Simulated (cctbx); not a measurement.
## Which space group?

Cell: a = 8.5440 Å, b = 8.5440 Å, c = 5.6790 Å, α = 90.00°, β = 90.00°, γ = 90.00°. Expected content of the cell: Rh2 K8 H8.

The data are simulated with cctbx, not measured: Mo Kα, λ = 0.71073 Å, to d = 0.84 Å, 50 % of the full sphere, strongest reflection 5000 counts, noise from counting, a 3 % proportional error and a noise floor of 2 counts (s.d.); no absorption.

Tests on the unmerged data give:

```text
1411 reflections to d = 0.841 A
centring   violations  <I/sigma> of those
    A        327 of   717      5.9
    B        329 of   701      6.2
    C        328 of   694      6.3
    I          0 of   710     -0.0
    R        416 of   929      5.8
    F        492 of  1056      6.2
Laue class    unique    Rint  (classes that these axes allow; Friedel mates merged)
I 1 2/m 1         362   0.439
I 1 1 2/m         362   0.034
I 2/m 1 1         352   0.475
I m m m           225   0.486
I 4/m             200   0.038
I 4/m m m         127   0.561
space group    extra absences  I>4sigma  <I/sigma>
I 4                     0          0         -  acentric
I -4                    0          0         -  acentric
I 4/m                   0          0         -  centric
Wilson B = 1.20 A^2   <|E^2-1|> = 0.967 (0.968 centric, 0.736 acentric)   E^2>4: 1.0 %
shell (A)         n   <I/sigma>
 6.04 - 1.67     28     25.5
 1.67 - 1.33     27     21.7
 1.33 - 1.16     22     24.9
 1.16 - 1.06     24     21.3
 1.06 - 0.98     28     16.6
 0.98 - 0.93     19     18.3
 0.93 - 0.88     33     18.6
 0.88 - 0.84     19     15.7
```

Q: Read the symmetry from these tables.

The reflections that I centring forbids are absent (⟨I/σ⟩ near 0), so the lattice is I.

Rint stays low (0.034 to 0.038) up to I 4/m and is 0.439 or more in the other classes.

3 settings pass the absence test. No glide or screw absences show, which leaves I 4, I -4 and I 4/m.

⟨|E²−1|⟩ = 0.967 leans to a centrosymmetric structure. The Wilson B of 1.20 Å² means U ≈ 0.0152 Å².

The true group is I4/m (no. 87), Laue class 4/m, centrosymmetric. The tables only narrow the choice to the tied entries; cell content, site symmetry and trial solutions must settle it.

The model was made for the exercise: a known structure type with other elements put in, its volume estimated, not relaxed; displacement parameters are assumed.

[Logs are printed without paths, hosts, clocks, repeated set-up lines and the standing remarks that a program may print on its own settings, such as how far it seeks lower states.]
